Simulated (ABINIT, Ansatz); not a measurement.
# Rb2AlTlH6 (Fm-3m): G0W0 with ABINIT, start to end

Wanted: ground state, empty states, screening and self-energy for Rb2AlTlH6 (Fm-3m).

Method: LDA and many-body steps on it, plane waves, in ABINIT 10.8.3.

### Step 1. The structure

The structure is cubic, space group Fm-3m (No. 225). The conventional cell has a = 8.687 Å, b = 8.687 Å, c = 8.687 Å, α = 90.00°, β = 90.00°, γ = 90.00°. Rb has 12 H at 3.10 Å nearest. Al has 6 H at 1.79 Å nearest. Nearest to Tl lie 6 H at 2.56 Å. Nearest to H lie 1 Al at 1.79 Å and 4 H at 2.53 Å and 1 Tl at 2.56 Å and 4 Rb at 3.10 Å. Farther neighbours are not listed.

Structure file:

```cif
data_structure
_symmetry_space_group_name_H-M 'Fm-3m'
_symmetry_Int_Tables_number 225
_cell_length_a 8.6867
_cell_length_b 8.6867
_cell_length_c 8.6867
_cell_angle_alpha 90.000
_cell_angle_beta 90.000
_cell_angle_gamma 90.000
_cell_volume 655.49
loop_
_atom_site_label
_atom_site_type_symbol
_atom_site_symmetry_multiplicity
_atom_site_Wyckoff_symbol
_atom_site_fract_x
_atom_site_fract_y
_atom_site_fract_z
_atom_site_occupancy
Rb1 Rb 8 c 0.25000 0.75000 0.75000 1
Al1 Al 4 b 0.50000 0.00000 0.00000 1
Tl1 Tl 4 a 0.00000 0.00000 0.00000 1
H1 H 24 e 0.70584 0.00000 0.00000 1
```

The cell and positions are those that the Materials Project relaxed with its own functionals (PBE, PBE+U or r2SCAN), kept fixed. Spin-orbit coupling is left out unless a step names it.

### Step 2. Ground state

This step: ABINIT 10.8.3; DFT, LDA, plane waves, norm-conserving pseudopotentials.

The ground-state density comes first.

Contents of run.abi:

```
acell 3*1.0 Angstrom
rprim 
  -0.000000000000 4.343365000000 4.343365000000
  4.343365000000 -0.000000000000 4.343365000000
  4.343365000000 4.343365000000 -0.000000000000
ntypat 4
znucl 37 13 81 1
natom 10
typat 1 1 2 3 4 4 4 4 4 4
xred 
  0.250000000000 0.250000000000 0.250000000000
  0.750000000000 0.750000000000 0.750000000000
  0.500000000000 0.500000000000 0.500000000000
  0.000000000000 -0.000000000000 -0.000000000000
  0.294156000000 0.705844000000 0.705844000000
  0.294156000000 0.705844000000 0.294156000000
  0.705844000000 0.294156000000 0.705844000000
  0.705844000000 0.705844000000 0.294156000000
  0.294156000000 0.294156000000 0.705844000000
  0.705844000000 0.294156000000 0.294156000000
pp_dirpath "pseudos"
pseudos "Rb.upf, Al.upf, Tl.upf, H.upf"
ecut 34
ngkpt 4 4 4
nshiftk 1
shiftk 0 0 0
kptopt 1
chksymbreak 0
nband 33
occopt 1
tolvrs 1e-10
nstep 60
prtwf 0
optforces 0
optstress 0
indata_prefix "in"
outdata_prefix "out"
tmpdata_prefix "tmp"
```

The run is started by

```
$ OMP_NUM_THREADS=1 mpirun -n 4 abinit run.abi > log
```

Numbers of over 12 decimals in the logs are rounded to 6 here.

What it wrote:

```text
.Version 10.8.3 of ABINIT. v10.8.2 released Aug 2026.

 Symmetries : space group Fm -3 m (#225); Bravais cF (face-center cubic)
================================================================================
 Values of the parameters that define the memory need of the present run
     intxc =       0    ionmov =       0      iscf =       7    lmnmax =       6
     lnmax =       6     mgfft =      64  mpssoang =       3    mqgrid =    3001
     natom =      10  nloc_mem =       1    nspden =       1   nspinor =       1
    nsppol =       1      nsym =      48    n1xccc =    2501    ntypat =       4
    occopt =       1   xclevel =       1
-    mband =          33        mffmem =           1         mkmem =           2
       mpw =       10484          nfft =      262144          nkpt =           8
================================================================================
  Rough estimation (10% accuracy) of disk space for files :
================================================================================

--------------------------------------------------------------------------------
------------- Echo of variables that govern the present computation ------------
--------------------------------------------------------------------------------
 -outvars: echo values of preprocessed input variables --------
            acell      1.8897261259E+00  1.8897261259E+00  1.8897261259E+00 Bohr

      chksymbreak           0
             ecut      3.40000000E+01 Hartree
-          fftalg         312

              ixc       -1012
              kpt      0.00000000E+00  0.00000000E+00  0.00000000E+00
                       2.50000000E-01  0.00000000E+00  0.00000000E+00
                       5.00000000E-01  0.00000000E+00  0.00000000E+00
                       2.50000000E-01  2.50000000E-01  0.00000000E+00
                       5.00000000E-01  2.50000000E-01  0.00000000E+00
                      -2.50000000E-01  2.50000000E-01  0.00000000E+00
                       5.00000000E-01  5.00000000E-01  0.00000000E+00
                      -2.50000000E-01  5.00000000E-01  2.50000000E-01
         kptrlatt        4    0    0      0    4    0      0    0    4
          kptrlen      4.64301604E+01
P           mkmem           2
            natom          10
            nband          33
            ngfft          64      64      64
             nkpt           8
            nstep          60
             nsym          48
           ntypat           4
              occ      2.000000  2.000000  2.000000  2.000000  2.000000  2.000000
                       2.000000  2.000000  2.000000  2.000000  2.000000  2.000000
                       2.000000  2.000000  2.000000  2.000000  2.000000  2.000000
                       2.000000  2.000000  2.000000  2.000000  2.000000  2.000000
                       0.000000  0.000000  0.000000  0.000000  0.000000  0.000000
                       0.000000  0.000000  0.000000
        optforces           0
        optstress           0
            prtwf           0
            rprim     -0.0000000000E+00  4.3433650000E+00  4.3433650000E+00
                       4.3433650000E+00 -0.0000000000E+00  4.3433650000E+00
                       4.3433650000E+00  4.3433650000E+00 -0.0000000000E+00
          spgroup         225

           tolvrs      1.00000000E-10

             xred      2.5000000000E-01  2.5000000000E-01  2.5000000000E-01
[...]
znucl       37.00000   13.00000   81.00000    1.00000

================================================================================

 chkinp: Checking input parameters for consistency.

================================================================================
== DATASET  1 ==================================================================
-   mpi_nproc: 4, omp_nthreads: 1 (-1 if OMP is not activated)

--- !DatasetInfo
iteration_state: {dtset: 1, }
dimensions: {natom: 10, nkpt: 8, mband: 33, nsppol: 1, nspinor: 1, nspden: 1, mpw: 10484, }
cutoff_energies: {ecut:  34.0, pawecutdg:  -1.0, }
electrons: {nelect:   4.80000000E+01, charge:   0.00000000E+00, occopt:   1.00000000E+00, tsmear:   1.00000000E-02, }

 Real(R)+Recip(G) space primitive vectors, cartesian coordinates (Bohr,Bohr^-1):
 R(1)=  0.0000000  8.2077703  8.2077703  G(1)= -0.0609179  0.0609179  0.0609179
 R(2)=  8.2077703  0.0000000  8.2077703  G(2)=  0.0609179 -0.0609179  0.0609179
 R(3)=  8.2077703  8.2077703  0.0000000  G(3)=  0.0609179  0.0609179 -0.0609179
 Unit cell volume ucvol=  1.1058738E+03 bohr^3
 Angles (23,13,12)=  6.00000000E+01  6.00000000E+01  6.00000000E+01 degrees

 getcut: wavevector=  0.0000  0.0000  0.0000  ngfft=  64  64  64
         ecut(hartree)=     34.000   => boxcut(ratio)=   2.10056

--- Pseudopotential description ------------------------------------------------
- Rb Generated using ONCVPSP code by D. R. Hamann
- 37.00000   9.00000  180309                  znucl, zion, pspdat
12 -1012 2 -1 2226                            pspcod,pspxc,lmax,lloc,mmax
     nproj     2     2     2
  pspatm : epsatm=   34.43095479
         --- l  ekb(1:nproj) -->
[...]
pspatm: atomic psp has been read  and splines computed

- Al Generated using ONCVPSP code by D. R. Hamann
- 13.00000   3.00000  180309                  znucl, zion, pspdat
12 -1012 2 -1 1854                            pspcod,pspxc,lmax,lloc,mmax
[...]
--- l  ekb(1:nproj) -->
[...]
pspatm: atomic psp has been read  and splines computed

- H Generated using ONCVPSP code by D. R. Hamann
-  1.00000   1.00000  180309                  znucl, zion, pspdat
12 -1012 1 -1 1180                            pspcod,pspxc,lmax,lloc,mmax
     nproj     2     1     0
  pspatm : epsatm=    0.35439867
         --- l  ekb(1:nproj) -->
[...]
1   -0.275071
 pspatm: atomic psp has been read  and splines computed

   4.68180265E+03                                ecore*ucvol(ha*bohr**3)
--------------------------------------------------------------------------------

_setup2: Arith. and geom. avg. npw (full set) are   10465.547   10465.535

================================================================================

--- !BeginCycle
iteration_state: {dtset: 1, }
solver: {iscf: 7, nstep: 60, nline: 4, wfoptalg: 0, }
tolerances: {tolvrs: 1.00E-10, }

     iter   Etot(hartree)      deltaE(h)  residm     vres2
 ETOT  1  -250.98565259777    -2.510E+02 3.068E-01 2.208E+03
 ETOT  2  -251.64047704859    -6.548E-01 3.940E-02 1.214E+02
 ETOT  3  -251.64967486868    -9.198E-03 4.149E-03 1.149E+01
 ETOT  4  -251.65037900537    -7.041E-04 1.620E-03 2.814E+00
 ETOT  5  -251.65059272521    -2.137E-04 5.836E-04 3.139E-02
 ETOT  6  -251.65059542208    -2.697E-06 4.234E-04 4.279E-03
 ETOT  7  -251.65059559911    -1.770E-07 1.449E-04 1.011E-04
 ETOT  8  -251.65059560409    -4.987E-09 6.223E-05 2.442E-06
 ETOT  9  -251.65059560418    -9.021E-11 3.806E-05 9.628E-09
 ETOT 10  -251.65059560418     4.690E-12 1.514E-05 4.695E-10
 ETOT 11  -251.65059560418     2.331E-12 9.944E-06 6.657E-12

 At SCF step   11       vres2   =  6.66E-12 < tolvrs=  1.00E-10 =>converged.

--- !ResultsGS
iteration_state: {dtset: 1, }
comment   : Summary of ground state results
lattice_vectors:
- [ -0.0000000,   8.2077703,   8.2077703, ]
- [  8.2077703,  -0.0000000,   8.2077703, ]
- [  8.2077703,   8.2077703,  -0.0000000, ]
lattice_lengths: [  11.60754,   11.60754,   11.60754, ]
lattice_angles: [ 60.000,  60.000,  60.000, ] # degrees, (23, 13, 12)
lattice_volume:   1.1058738E+03
convergence: {deltae:  2.331E-12, res2:  6.657E-12, residm:  9.944E-06, diffor:  0.000E+00, }
etotal    :  -2.51650596E+02
entropy   :   0.00000000E+00
fermie    :   1.05208906E-01
cartesian_stress_tensor: null
pressure_GPa: null
xred      :
- [  2.5000E-01,   2.5000E-01,   2.5000E-01, Rb]
- [  7.5000E-01,   7.5000E-01,   7.5000E-01, Rb]
- [  5.0000E-01,   5.0000E-01,   5.0000E-01, Al]
- [  0.0000E+00,   0.0000E+00,   0.0000E+00, Tl]
- [  2.9416E-01,   7.0584E-01,   7.0584E-01,  H]
- [  2.9416E-01,   7.0584E-01,   2.9416E-01,  H]
- [  7.0584E-01,   2.9416E-01,   7.0584E-01,  H]
- [  7.0584E-01,   7.0584E-01,   2.9416E-01,  H]
- [  2.9416E-01,   2.9416E-01,   7.0584E-01,  H]
- [  7.0584E-01,   2.9416E-01,   2.9416E-01,  H]
cartesian_forces: null
force_length_stats: {min: null, max: null, mean: null, }

 Integrated electronic density in atomic spheres:
 ------------------------------------------------
 Atom  Sphere_radius  Integrated_density
[...]
================================================================================

 ----iterations are completed or convergence reached----

 Mean square residual over all n,k,spin=   46.716E-09; max=  99.443E-07
 reduced coordinates (array xred) for   10 atoms
[...]
0.294156000000      0.705844000000      0.294156000000
       0.705844000000      0.294156000000      0.705844000000
       0.705844000000      0.705844000000      0.294156000000
       0.294156000000      0.294156000000      0.705844000000
       0.705844000000      0.294156000000      0.294156000000
 rms dE/dt=  0.0000E+00; max dE/dt=  0.0000E+00; dE/dt below (all hartree)
    1       0.000000000000      0.000000000000      0.000000000000
    2       0.000000000000      0.000000000000      0.000000000000
    3       0.000000000000      0.000000000000      0.000000000000
    4       0.000000000000      0.000000000000      0.000000000000
    5       0.000000000000      0.000000000000      0.000000000000
    6       0.000000000000      0.000000000000      0.000000000000
    7       0.000000000000      0.000000000000      0.000000000000
    8       0.000000000000      0.000000000000      0.000000000000
    9       0.000000000000      0.000000000000      0.000000000000
   10       0.000000000000      0.000000000000      0.000000000000

 cartesian coordinates (angstrom) at end:
[...]
6      4.343365     2.555254     4.343365
    7      4.343365     6.131476     4.343365
    8      4.343365     4.343365     6.131476
    9      4.343365     4.343365     2.555254
   10      2.555254     4.343365     4.343365
 length scales=  1.889726125908  1.889726125908  1.889726125908 bohr
              =  1.000000000000  1.000000000000  1.000000000000 angstroms
 prteigrs : about to open file out_EIG
 Fermi (or HOMO) energy (hartree) =   0.10521   Average Vxc (hartree)=  -0.32605
 Eigenvalues (hartree) for nkpt=   8  k points:
 kpt#   1, nband= 33, wtk=  0.01563, kpt=  0.0000  0.0000  0.0000 (reduced coord)
  -4.56240   -2.53997   -2.53997   -2.53997   -0.89970   -0.89846   -0.32581   -0.32581
  -0.32581   -0.31418   -0.31418   -0.31312   -0.31312   -0.31312   -0.30718   -0.30718
  -0.30718   -0.19090   -0.07623   -0.04014   -0.04014   -0.04014    0.04962    0.04962
   0.17825    0.17825    0.17825    0.26024    0.26455    0.26455    0.26455    0.30900
   0.30900
 prteigrs : prtvol=0 or 1, do not print more k-points.

--- !EnergyTerms
iteration_state     : {dtset: 1, }
comment             : Components of total free energy in Hartree
kinetic             :  7.17197948609437E+01
hartree             :  7.96541104287470E+01
xc                  : -5.19337391532526E+01
Ewald energy        : -1.24780275305305E+02
psp_core            :  4.23357758535543E+00
local_psp           : -2.41705162538750E+02
non_local_psp       :  1.11610985180844E+01
total_energy        : -2.51650595604177E+02
total_energy_eV     : -6.84776155601642E+03
band_energy         : -3.54299127228580E+01

== END DATASET(S) ==============================================================
================================================================================

 -outvars: echo values of variables after computation  --------
           etotal     -2.5165059560E+02
            nband          33
             nkpt           8
          spgroup         225
 [... the other variables as echoed above ...]

 Calculation completed.
```

The job ended after 30 s (4 MPI ranks of AMD EPYC 9R45, shared host; peak memory 0.57 GiB).

This step gave:

* total energy: -6847.7616 eV
* gap: 0.3989 eV
* k of the valence top: 0.5, 0.5, 0
* k of the conduction bottom: 0.5, 0, 0
* least direct gap: 1.811 eV

The gap is indirect, with the least direct gap 1.41 eV higher.

[end of part 1 of 3]

[Paths, hosts, dates, memory and timing lines, banners, echoed tables and standing remarks are left out of the program output.]

[Logs are printed without paths, hosts, clocks, repeated set-up lines and the standing remarks that a program may print on its own settings, such as how far it seeks lower states.]

[Runs of the session that timed out or met a known fault of the program may be left out.]

[Hosts, paths, dates, database ids (printed as entryN), source tags and the programs' standing remarks are cut or masked in the printed files.]

[G0W0 gaps are taken among the corrected bands and points alone; a level outside them can change the order at an edge.]

[Where Ansatz stands beside ABINIT at settings called matched, ABINIT's density can come from a denser mesh and the files from another edition; pairs whose starting gaps differed by over 0.03 eV were left out, so agreement reads better than it is.]
